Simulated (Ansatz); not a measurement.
# Arsenene bilayer (AA') in a perpendicular field

What dipole does a perpendicular field induce in the arsenene bilayer (AA'), and does the gap follow? A positive field points along +c.

Program: Ansatz 0.2.0. Level of theory: plane-wave DFT, PBE-D3(BJ), Ansatz PAW. Values are calculated unless marked as measured.

Report form: inputs, costs, results and the conclusion, without the logs.

## 1. Set-up

The cell holds 4 atoms: 4 As. Cell: a = 3.610 Å, b = 3.610 Å, c = 42.600 Å, α = 90.0°, β = 90.0°, γ = 120.0°. Regions: layer 1: arsenene, 2 atoms (2 As); layer 2: arsenene, 2 atoms (2 As). Vacuum lies along c.

## 2. Relaxation

The starting cell is a guess, so the in-plane lattice and the atoms are relaxed first, with the slab cut off from its images along the normal.

The input, input.yaml:

```yaml
crystal:
  lattice:
    - [3.61, 0.0, 0.0]
    - [-1.805, 3.1263517077, 0.0]
    - [0.0, 0.0, 42.6000000002]
  atoms:
    - { symbol: As, position: [0.6666666667, 0.3333333333, 0.4319248826] }
    - { symbol: As, position: [0.3333333333, 0.6666666667, 0.4647887324] }
    - { symbol: As, position: [0.3333333333, 0.6666666667, 0.5352112676] }
    - { symbol: As, position: [0.6666666667, 0.3333333333, 0.5680751174] }
  periodic: [true, true, false]
kpoints:
  mp_grid: { grid: [12, 12, 1] }
hamiltonian:
  xc: pbe
  dispersion: d3bj
scf:
  occupations: { method: fermi_dirac, width: 0.05 }
  convergence: { dr2_threshold: 1.0e-09 }
relax:
  f_tol: 0.004
  max_steps: 90
  cell: {}
output:
  write_potential: true
  write_density: true
  volumetric_format: npy
```

Run with:

```sh
ansatz run input.yaml --threads 4 --pin off --max-ram 8192MiB --backend cpu --events-out ev --progress --plain --runs-dir out
```

Run time: 60 s. Hardware: 4 threads of Intel Xeon at 2.70GHz, shared host; peak memory 0.93 GiB; 3.7 min of CPU time.

The steps of the relaxation:

| step | energy less that of the first step (eV) | largest force component (eV/Å) | volume (Å³) |
| --- | --- | --- | --- |
| 1 | 0.0000 | 0.8311 | 480.79 |
| 2 | -0.1727 | 0.4854 | 482.16 |
| 3 | -0.1994 | 0.4054 | 481.17 |
| 4 | -0.2386 | 0.2224 | 465.10 |
| 5 | -0.2474 | 0.0347 | 469.22 |
| 6 | -0.2475 | 0.0024 | 469.93 |
| 7* | -0.2473 | 0.0025 | 469.93 |

Relaxation steps marked * repeat the geometry before them on a plane-wave basis chosen anew for their cell, so energy and pressure can jump there.

The run keeps the 12 symmetry operations that the program found, so distortions that break them were not tested.

| cell as run | before | after | change |
| --- | --- | --- | --- |
| a (Å) | 3.610 | 3.569 | -1.1 % |
| b (Å) | 3.610 | 3.569 | -1.1 % |

The atoms that moved most (Å, along periodic axes as changes of fractional coordinates times the final cell, across vacuum about the mean position):

| atom | dx | dy | dz | length |
| --- | --- | --- | --- | --- |
| As3 | 0.000 | 0.000 | 0.422 | 0.422 |
| As2 | 0.000 | 0.000 | -0.422 | 0.422 |
| As1 | 0.000 | 0.000 | -0.420 | 0.420 |
| As4 | 0.000 | 0.000 | 0.420 | 0.420 |

The lattice constant a goes from 3.610 to 3.569 Å.

## 3. Atoms held, field 0, start network

A sawtooth potential applies the field, turning back in the middle of the vacuum. With the dipole correction the typed value is the field outside the slab. The induced dipole is small, so the SCF threshold is tight.

The cell differs from the one that the last finished run ended in (c 42.600 → 24.641 Å).

The input, input.yaml:

```yaml
crystal:
  lattice:
    - [3.5689875578, 0.0, 0.0]
    - [-1.7844937789, 3.0908338908, 0.0]
    - [0.0, 0.0, 24.6405589834]
  atoms:
    - { symbol: As, position: [0.6666666667, 0.3333333333, 0.3652514542] }
    - { symbol: As, position: [0.3333333333, 0.6666666667, 0.4220097042] }
    - { symbol: As, position: [0.3333333333, 0.6666666667, 0.5779902958] }
    - { symbol: As, position: [0.6666666667, 0.3333333333, 0.6347485458] }
kpoints:
  mp_grid: { grid: [18, 18, 1] }
  band_path:
    path: [[0, 0, 0], [0.5, 0, 0], [0.33333333, 0.33333333, 0], [0, 0, 0]]
    npoints: 16
hamiltonian:
  xc: pbe
  dispersion: d3bj
scf:
  occupations: { method: fermi_dirac, width: 0.02585 }
  convergence: { dr2_threshold: 1.0e-10 }
efield:
  axis: 3
  dipole_correction: true
  ramp_position: 0.97
  ramp_width: 0.06
  amplitude: 0
output:
  dos: { projected: true, e_range: [-6, 5] }
  write_potential: true
  write_density: true
  volumetric_format: npy
  elf: true
```

Elapsed: 15 s, on 4 threads; peak memory 0.79 GiB; 56 s of CPU time.

This step gave:

- gap on the k-mesh: 1.271 eV
- dipole along the normal: 2.02e-6 e·Å
- gap along the path: 1.274 eV
- smallest direct gap along the path: 1.662 eV
- ionisation energy, upper face: 5.258 eV
- electron affinity, upper face: 3.984 eV
- gap, the smaller of path and mesh: 1.271 eV

Running mean over a fixed 2.6 Å (it still follows the layers) of the planar mean; the ramp of the sawtooth is left out. Table of electron's electrostatic potential energy less the Fermi level by z:

z (Å), electron's electrostatic potential energy less the Fermi level (eV) and a bar from the least value:
```
        4       4.62 ##############################
        5       4.62 ##############################
        6       4.56 ##############################
        7       3.75 ###########################
        8       1.02 #################
        9      -2.51 ###
       10      -3.26 #
       11      -0.55 ###########
       12       2.20 #####################
       13       1.53 ##################
       14      -1.88 ######
       15      -3.44 
       16      -1.45 #######
       17       2.05 ####################
       18       4.29 #############################
       19       4.60 ##############################
       20       4.62 ##############################
       21       4.62 ##############################
```

The density of states has structure finer than the step of the table below, so its rows give means over 0.25 eV. Peaks (eV: height): -4.480: 6.41, -4.240: 8.16, -2.530: 5.35, -2.110: 5.40, -1.700: 7.75, -1.590: 7.97, -0.710: 10.6.

Table of density of states by energy, zero at the Fermi level of the run, which the smearing sets inside the gap; means over each step:

| energy (eV) | density of states (states/eV a cell) |
| --- | --- |
| -5.50 | 0 |
| -5.25 | 0.0844 |
| -5.00 | 0.869 |
| -4.75 | 1.08 |
| -4.50 | 4.23 |
| -4.25 | 4.41 |
| -4.00 | 1.86 |
| -3.75 | 1.71 |
| -3.50 | 2.58 |
| -3.25 | 2.78 |
| -3.00 | 2.42 |
| -2.75 | 2.50 |
| -2.50 | 3.58 |
| -2.25 | 3.03 |
| -2.00 | 3.75 |
| -1.75 | 3.90 |
| -1.50 | 3.39 |
| -1.25 | 1.57 |
| -1.00 | 1.56 |
| -0.75 | 2.68 |
| -0.50 | 8.7e-4 |
| -0.25 | 0 |
| 0.00 | 0 |
| 0.25 | 0 |
| 0.50 | 3.0e-4 |
| 0.75 | 0.591 |
| 1.00 | 1.17 |
| 1.25 | 2.16 |
| 1.50 | 3.68 |
| 1.75 | 3.41 |
| 2.00 | 3.17 |
| 2.25 | 2.74 |

Projected DOS per atom over height of the atomic layer and energy from the Fermi level. Layers: As As As As from below.

Ten even steps from '0' (0.00 states/eV) to '9' (0.97 states/eV), each cell a mean:
```
4444
7777
8888
5555
2222
0000
0000
0000
4444
4334
7777
9999
8888
7777
6666
6666
4444
9999
6776
1111
0000
0000
```
Columns: height of the atomic layer (Å) from 9 to 15.6 (not evenly spaced); rows upwards: energy from the Fermi level (eV) from -5.96 to 2.59.

Electronic bands along the path, in eV, zero at the Fermi level of the run, which the smearing sets inside the gap:

| point | band 27 | band 28 | band 29 | band 30 | band 31 | band 32 | band 33 | band 34 |
| --- | --- | --- | --- | --- | --- | --- | --- | --- |
| Γ | -0.66 | -0.66 | -0.64 | -0.64 | 1.28 | 1.69 | 2.82 | 2.82 |
| halfway | -1.86 | -1.82 | -1.59 | -0.82 | 0.86 | 1.26 | 3.49 | 3.70 |
| M | -2.61 | -2.60 | -2.57 | -2.17 | 1.12 | 1.45 | 1.93 | 2.85 |
| halfway | -3.39 | -3.13 | -2.57 | -2.15 | 1.61 | 2.14 | 2.76 | 3.11 |
| K | -3.10 | -2.83 | -2.72 | -2.49 | 0.98 | 1.40 | 3.44 | 3.45 |
| halfway | -3.01 | -2.97 | -1.53 | -0.82 | 1.83 | 2.37 | 2.70 | 2.95 |
| Γ | -0.66 | -0.66 | -0.64 | -0.64 | 1.28 | 1.69 | 2.82 | 2.82 |

Electrostatic potential energy in the ca plane at fractional y = 0.333, with atoms of As within 0.2 Å of it. With pseudopotentials it is smooth inside the atoms' cores, unlike the true potential.

Values in eV, 5 rows by 16 columns, each cell a mean:
```
  5   5   5  -2 -11  -5   2   4   4   2  -8 -11   1   5   5   5
  5   5   4  -6   3  -9   3   4   4   2  -8  -1  -2   5   5   5
  5   5   5  -2 -11  -6   2   4   4   2  -8 -10   1   5   5   5
  5   5   5   3   0  -3  -1   4   3  -3  -2   1   4   5   5   5
  5   5   5   3   1  -3  -2   4   3  -3  -2   1   4   5   5   5
```
Columns run along c (16.0 Å, from fractional 0.19 to 0.84 of the cell; values clipped at the 3rd and 97th percentile), rows up along a (3.6 Å). Atoms in or near the plane, at fractional coordinates: As at (0.37, 0.67), As at (0.63, 0.67).

Valence density in the ca plane at fractional y = 0.333, with atoms of As within 0.2 Å of it. It is the smooth field of the valence electrons, not physical close to the nuclei.

Ten steps, logarithmic in the rise over the least value, from '0' (0 e/Å³) to '9' (27 e/Å³), each cell a mean:
```
00000000001222211000000000111222110000000000
00000000012575311000000000012466410000000000
00000000014898410000000000012699621000000000
00000000013787310000000000012688521000000000
00000000012343211000000000012344210000000000
00000000001111111100000000111111100000000000
00000000000001111110000001111110000000000000
00000000000001111110000001111100000000000000
00000000000111111100000001111111000000000000
```
Columns run along c (16.0 Å, from fractional 0.19 to 0.84 of the cell), rows up along a (3.6 Å). Atoms in or near the plane, at fractional coordinates: As at (0.37, 0.67), As at (0.63, 0.67).

ELF in the ca plane at fractional y = 0.333, with atoms of As within 0.2 Å of it. It is the smooth field of the valence electrons, not physical close to the nuclei.

Ten even steps from '0' (0.00) to '9' (0.90), each cell a mean:
```
00000125788766665432000123456667888631000000
00001258998644553110000001245545899864100000
00001369998432442100000000245323699975200000
00001368998523543100000000245423799974200000
00000147898766654211000012356667899852100000
00000013567666665553100245566666775320000000
00000000012234556776201477665533211000000000
00000000000123556776201577655421100000000000
00000001234455666665200366666655443100000000
```
Columns run along c (16.0 Å, from fractional 0.19 to 0.84 of the cell), rows up along a (3.6 Å). Atoms in or near the plane, at fractional coordinates: As at (0.37, 0.67), As at (0.63, 0.67).

The gap is 1.27 eV, with the valence edge 5.26 eV and the conduction edge 3.98 eV under the upper vacuum level.

## 4. Atoms held, field 0.05 V/Å

Edit input.yaml of step 3 so:

```diff
@@ -26,5 +26,4 @@
   ramp_width: 0.06
-  amplitude: 0
+  amplitude: 0.05
 output:
-  dos: { projected: true, e_range: [-6, 5] }
   write_potential: true
@@ -32,2 +31 @@
   volumetric_format: npy
-  elf: true
```

Elapsed: 15 s, on 4 threads; peak memory 0.76 GiB; 58 s of CPU time.

The dipole is 0.0249 e·Å, and the gap 1.253 eV.

## 5. Single point, field -0.05 V/Å

Edit input.yaml of step 4 so:

```diff
@@ -26,3 +26,3 @@
   ramp_width: 0.06
-  amplitude: 0.05
+  amplitude: -0.05
 output:
```

Elapsed: 15 s, on 4 threads; peak memory 0.76 GiB; 54 s of CPU time.

The dipole is -0.0249 e·Å, and the gap 1.253 eV.

## 6. Atoms held, field 0.1 V/Å

Edit input.yaml of step 5 so:

```diff
@@ -24,5 +24,5 @@
   dipole_correction: true
-  ramp_position: 0.97
-  ramp_width: 0.06
-  amplitude: -0.05
+  ramp_position: 0.955
+  ramp_width: 0.0901
+  amplitude: 0.1
 output:
```

It took 16 s on 4 threads; peak memory 0.77 GiB.

The dipole is 0.0499 e·Å, and the gap 1.223 eV.

## 7. Single point, field -0.1 V/Å

Edit input.yaml of step 6 so:

```diff
@@ -26,3 +26,3 @@
   ramp_width: 0.0901
-  amplitude: 0.1
+  amplitude: -0.1
 output:
```

Wall time 17 s (4 threads); peak memory 0.76 GiB.

The dipole is -0.0499 e·Å, and the gap 1.223 eV.

## 8. Single point, field 0.2 V/Å

Edit input.yaml of step 7 so:

```diff
@@ -26,3 +26,3 @@
   ramp_width: 0.0901
-  amplitude: -0.1
+  amplitude: 0.2
 output:
```

It took 18 s on 4 threads; peak memory 0.76 GiB; 68 s of CPU time.

The dipole is 0.0998 e·Å, and the gap 1.154 eV.

## 9. Atoms held, field -0.2 V/Å

Edit input.yaml of step 8 so:

```diff
@@ -26,3 +26,3 @@
   ramp_width: 0.0901
-  amplitude: 0.2
+  amplitude: -0.2
 output:
```

Elapsed: 18 s, on 4 threads; peak memory 0.76 GiB; 67 s of CPU time.

The dipole is -0.0998 e·Å, and the gap 1.154 eV.

## 10. Atoms held, field 0.3 V/Å

Edit input.yaml of step 9 so:

```diff
@@ -24,5 +24,5 @@
   dipole_correction: true
-  ramp_position: 0.955
-  ramp_width: 0.0901
-  amplitude: -0.2
+  ramp_position: 0.952
+  ramp_width: 0.0959
+  amplitude: 0.3
 output:
```

It took 19 s on 4 threads; peak memory 0.76 GiB; 70 s of CPU time.

The dipole is 0.150 e·Å, and the gap 1.075 eV.

## 11. Atoms held, field -0.3 V/Å

Edit input.yaml of step 10 so:

```diff
@@ -26,3 +26,3 @@
   ramp_width: 0.0959
-  amplitude: 0.3
+  amplitude: -0.3
 output:
```

Run time: 21 s. Hardware: 4 threads; peak memory 0.76 GiB; 80 s of CPU time.

The dipole is -0.150 e·Å, and the gap 1.075 eV.

## 12. Atoms held, field 0.4 V/Å

Edit input.yaml of step 11 so:

```diff
@@ -24,5 +24,5 @@
   dipole_correction: true
-  ramp_position: 0.952
-  ramp_width: 0.0959
-  amplitude: -0.3
+  ramp_position: 0.9144
+  ramp_width: 0.1713
+  amplitude: 0.4
 output:
```

Wall time 22 s (4 threads); peak memory 0.77 GiB; 82 s of CPU time.

The dipole is 0.200 e·Å, and the gap 0.990 eV.

## 13. Atoms held, field -0.4 V/Å

Edit input.yaml of step 12 so:

```diff
@@ -26,3 +26,3 @@
   ramp_width: 0.1713
-  amplitude: 0.4
+  amplitude: -0.4
 output:
```

Wall time 19 s (4 threads); peak memory 0.75 GiB; 71 s of CPU time.

The dipole is -0.200 e·Å, and the gap 0.990 eV.

## 14. Response, atoms held

This step: plane-wave DFT, PBE-D3(BJ), Ansatz PAW; response to a field along the normal, atoms held (Ansatz 0.2.0).

The dipoles give the slope, and the difference of two potentials shows where the field is screened.

This step gave:

* equivalent conductor thickness p/(ε₀AE): 8.181 Å
* distance between the outer atoms: 6.641 Å

The dipole of the cell by applied field:

| applied field (V/Å) | dipole of the cell (e·Å) |
| --- | --- |
| -0.400 | -0.200 |
| -0.300 | -0.150 |
| -0.200 | -0.0998 |
| -0.100 | -0.0499 |
| -0.050 | -0.0249 |
| 0.000 | 2.0e-6 |
| 0.050 | 0.0249 |
| 0.100 | 0.0499 |
| 0.200 | 0.0998 |
| 0.300 | 0.150 |
| 0.400 | 0.200 |

Local field over the applied field, running mean. From the potentials at -0.05 and 0.05 V/Å; running mean over 2.8 Å. Local field over applied field against z:

| z (Å) | local field over applied field |
| --- | --- |
| 5 | 0.989 |
| 6 | 0.934 |
| 7 | 0.729 |
| 8 | 0.407 |
| 9 | 0.118 |
| 10 | 0.0482 |
| 11 | 0.210 |
| 12 | 0.365 |
| 13 | 0.330 |
| 14 | 0.135 |
| 15 | 0.0425 |
| 16 | 0.205 |
| 17 | 0.527 |
| 18 | 0.825 |
| 19 | 0.964 |
| 20 | 0.995 |

Electrons, planar mean, per unit field. Table of induced electron density by z:

| z (Å) | induced electron density (e/Å³ per V/Å) |
| --- | --- |
| 4.5 | 1.6e-5 |
| 5.0 | 4.4e-5 |
| 5.5 | 1.1e-4 |
| 6.0 | 2.9e-4 |
| 6.5 | 6.9e-4 |
| 7.0 | 0.00150 |
| 7.5 | 0.00277 |
| 8.0 | 0.00323 |
| 8.5 | 0.00141 |
| 9.0 | 0.00101 |
| 9.5 | 4.3e-4 |
| 10.0 | -4.8e-4 |
| 10.5 | -8.4e-4 |
| 11.0 | -0.00161 |
| 11.5 | -0.00267 |
| 12.0 | -0.00125 |
| 12.5 | 7.1e-4 |
| 13.0 | 0.00243 |
| 13.5 | 0.00215 |
| 14.0 | 8.6e-4 |
| 14.5 | 5.7e-4 |
| 15.0 | -1.5e-4 |
| 15.5 | -8.3e-4 |
| 16.0 | -0.00115 |
| 16.5 | -0.00288 |
| 17.0 | -0.00309 |
| 17.5 | -0.00183 |
| 18.0 | -8.6e-4 |
| 18.5 | -3.7e-4 |
| 19.0 | -1.5e-4 |
| 19.5 | -5.8e-5 |
| 20.0 | -2.1e-5 |
| 20.5 | -7.5e-6 |

The smaller of the gaps on the path and on the k-mesh, counted as 0 under 0.03 eV. Table of gap by applied field:

| applied field (V/Å) | gap (eV) |
| --- | --- |
| -0.400 | 0.990 |
| -0.300 | 1.07 |
| -0.200 | 1.15 |
| -0.100 | 1.22 |
| -0.050 | 1.25 |
| 0.000 | 1.27 |
| 0.050 | 1.25 |
| 0.100 | 1.22 |
| 0.200 | 1.15 |
| 0.300 | 1.07 |
| 0.400 | 0.990 |

By hand: between -0.05 and 0.05 V/Å the dipole changes by 0.04986 e·Å, a slope of 0.4986 e·Å²/V. A perfect conductor of thickness t has p = ε₀AEt, so t = 180.95 × 0.4986 / 11.031 = 8.18 Å (e/ε₀ = 180.95 V·Å, A in Å²).

The induced dipole is that of a conductor 8.18 Å thick.

## 15. What came out

```json
{
  "gap without field": "1.27 eV",
  "ionisation energy, upper face": "5.26 eV",
  "electron affinity, upper face": "3.98 eV",
  "equivalent conductor thickness, atoms held": "8.18 Å"
}
```

The induced dipole equals that of a perfect conductor 8.18 Å thick, while the outer atoms lie 6.64 Å apart; an out-of-plane ε follows only once a thickness t is chosen, by 1 − 1/ε = 8.18 Å / t. The gap goes from 1.27 eV to 0.99 eV at -0.4 V/Å. With the field reversed it is 0.99 eV at 0.4 V/Å. Semilocal functionals give gaps that are too small, and excitons are not included. Spin-orbit coupling is left out.

[Long decimals in the printed logs are rounded to 6 places.]

[Logs are printed without paths, hosts, clocks, repeated set-up lines and the standing remarks that a program may print on its own settings, such as how far it seeks lower states.]

[Hosts, paths, dates, database ids (printed as entryN), source tags and the programs' standing remarks are cut or masked in the printed files.]

[Maps of the electrostatic potential energy from Ansatz leave out the sawtooth potential of an applied field or a dipole correction, so their vacuum need not be flat; planar profiles and work functions include it.]

[The density of states shown here was stored with 400 of the rows of the run's finer table, so its peaks can read low, often by over a quarter, or be missed, and its means over a window can be off by a tenth or more.]
